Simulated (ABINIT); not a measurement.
## TiO2 (Rutile): changed settings of a GW run in ABINIT

What do changed inputs do to GW on TiO2 (Rutile)?

Method: LDA and many-body steps on it, plane waves, in ABINIT 10.8.3.

Most raw output is cut from this account.

### Step 1. Set-up

Symmetry: P4_2/mnm, No. 136, tetragonal system. Conventional cell: a = 4.592 Å, b = 4.592 Å, c = 2.957 Å, α = 90.00°, β = 90.00°, γ = 90.00°. Nearest to Ti lie 6 O at 1.95 to 1.98 Å. Nearest to O lie 3 Ti at 1.95 to 1.98 Å. Farther neighbours and most contacts between anions are not listed.

The cell and positions come from the Crystallography Open Database and are kept as given unless a step says otherwise.

### Step 2. Screening, 4×4×4 mesh, 210 bands, screening to 190.5 eV

This step: ABINIT 10.8.3; RPA screening on LDA, plane waves, norm-conserving pseudopotentials.

The RPA dielectric matrix is built and inverted for each q.

Input file run.abi:

```
acell 3*1.0 Angstrom
rprim 
  4.592200000000 0.000000000000 0.000000000000
  0.000000000000 4.592200000000 0.000000000000
  0.000000000000 0.000000000000 2.957400000000
ntypat 2
znucl 22 8
natom 6
typat 1 1 2 2 2 2
xred 
  0.000000000000 0.000000000000 0.000000000000
  0.500000000000 0.500000000000 0.500000000000
  0.304960000000 0.304960000000 0.000000000000
  0.195040000000 0.804960000000 0.500000000000
  0.695040000000 0.695040000000 0.000000000000
  0.804960000000 0.195040000000 0.500000000000
pp_dirpath "pseudos"
pseudos "Ti.upf, O.upf"
ecut 38
ngkpt 4 4 4
nshiftk 1
shiftk 0 0 0
kptopt 1
chksymbreak 0
istwfk *1
occopt 1
irdwfk 1
optdriver 3
nband 210
ecuteps 7
inclvkb 2
awtr 1
symchi 1
indata_prefix "in"
outdata_prefix "out"
tmpdata_prefix "tmp"
```

The run is started by

```
$ OMP_NUM_THREADS=1 mpirun -n 16 abinit run.abi > log
```

Elapsed: 9.5 min, on 16 MPI ranks of Arm Neoverse N1, shared host; peak memory 7.4 GiB; 2.4 h of CPU time.

Numbers from this step:

* ε∞ with local fields, on this mesh, along the program's q direction: 8.898
* the same without local fields: 9.351
* plasma frequency: 32.58 eV
* plane waves in the screening matrix: 383

Local fields lower ε∞ by 5 %. On a Γ-centred mesh this coarse the value itself is usually too large, while a short band sum pulls it down.

### Step 3. Base

The self-energy is evaluated for the states that the input lists, and the levels follow from it, in one-shot runs by the linearised quasiparticle equation.

This step: G0W0 on LDA, plane waves, norm-conserving pseudopotentials.

run.abi: that of step 2 with these lines changed.

```diff
@@ -27,8 +27,15 @@
 irdwfk 1
-optdriver 3
+optdriver 4
 nband 210
+gwcalctyp 0
+ecutsigx 38
+symsigma 1
+nkptgw 1
+kptgw 
+  0.0000000000 0.0000000000 0.0000000000
+bdgw 
+  22 26
 ecuteps 7
-inclvkb 2
-awtr 1
-symchi 1
+irdscr 1
+ppmodel 1
 indata_prefix "in"
```

Elapsed: 22 s, on 16 MPI ranks; peak memory 5.9 GiB; 5.8 min of CPU time.

This step gave:

```
G0W0 gap on the points computed              : 3.407 eV
starting gap on the mesh                     : 1.836 eV
k of the valence top                         : 0, 0, 0
k of the conduction bottom                   : 0, 0, 0
Z at the valence top                         : 0.761
Z at the conduction bottom                   : 0.775
least direct G0W0 gap on the computed points : 3.407 eV
```

The gap on the mesh goes from 1.84 eV to 3.41 eV, a correction of +1.57 eV.

### Step 4. Coulomb singularity

run.abi: that of step 3 with these lines changed.

```diff
@@ -40,2 +40,3 @@
 ppmodel 1
+gw_icutcoul 3
 indata_prefix "in"
```

Elapsed: 21 s, on 16 MPI ranks; peak memory 5.8 GiB; 5.6 min of CPU time.

Numbers from this step:

- G0W0 gap on the points computed: 3.401 eV
- starting gap on the mesh: 1.836 eV
- k of the valence top: 0, 0, 0
- k of the conduction bottom: 0, 0, 0
- Z at the valence top: 0.762
- Z at the conduction bottom: 0.777
- least direct G0W0 gap on the computed points: 3.401 eV

Against G0W0 in ABINIT (4×4×4 mesh, 210 bands, screening to 190.5 eV, Godby-Needs plasmon pole), the gap moves by −0.006 eV.

### Step 5. Side by side

Times are wall times on 16 MPI ranks of Arm Neoverse N1, shared host, good to a factor of about two. A run's time includes the screening step that it read.

```
                run   mesh  bands  screening cutoff (eV)  DFT gap (eV)  gap on the mesh (eV)  direct (eV)  ε∞ used     time
               base  4×4×4    210                  190.5         1.836                 3.407        3.407     8.90  9.9 min
Coulomb singularity  4×4×4    210                  190.5         1.836                 3.401        3.401     8.90  9.9 min
```

### Step 6. Results

| Quantity | Value |
| --- | --- |
| base | 3.407 eV |
| Coulomb singularity | 3.401 eV |
| known limits | not at the basis limit; coarse k mesh |

Coulomb singularity: −0.006 eV against base (keys changed: gw_icutcoul). Bands and cutoff are finite, so the gap is not at the basis limit. The miss can reach some tenths of an eV and take either sign; the mesh is an error of its own. In the G0W0 runs levels were corrected at 1 k point alone, so a gap called «on the mesh» is the least over those, and an edge elsewhere would be missed. The 4×4×4 mesh is coarse for this cell, which bears on the long-range parts of exchange and screening.

[Paths, hosts, dates, memory and timing lines, banners, echoed tables and standing remarks are left out of the program output.]

[Logs are printed without paths, hosts, clocks, repeated set-up lines and the standing remarks that a program may print on its own settings, such as how far it seeks lower states.]

[Runs of the session that timed out or met a known fault of the program may be left out.]

[Hosts, paths, dates, database ids (printed as entryN), source tags and the programs' standing remarks are cut or masked in the printed files.]

[G0W0 gaps are taken among the corrected bands and points alone; a level outside them can change the order at an edge.]

[Where Ansatz stands beside ABINIT at settings called matched, ABINIT's density can come from a denser mesh and the files from another edition; pairs whose starting gaps differed by over 0.03 eV were left out, so agreement reads better than it is.]
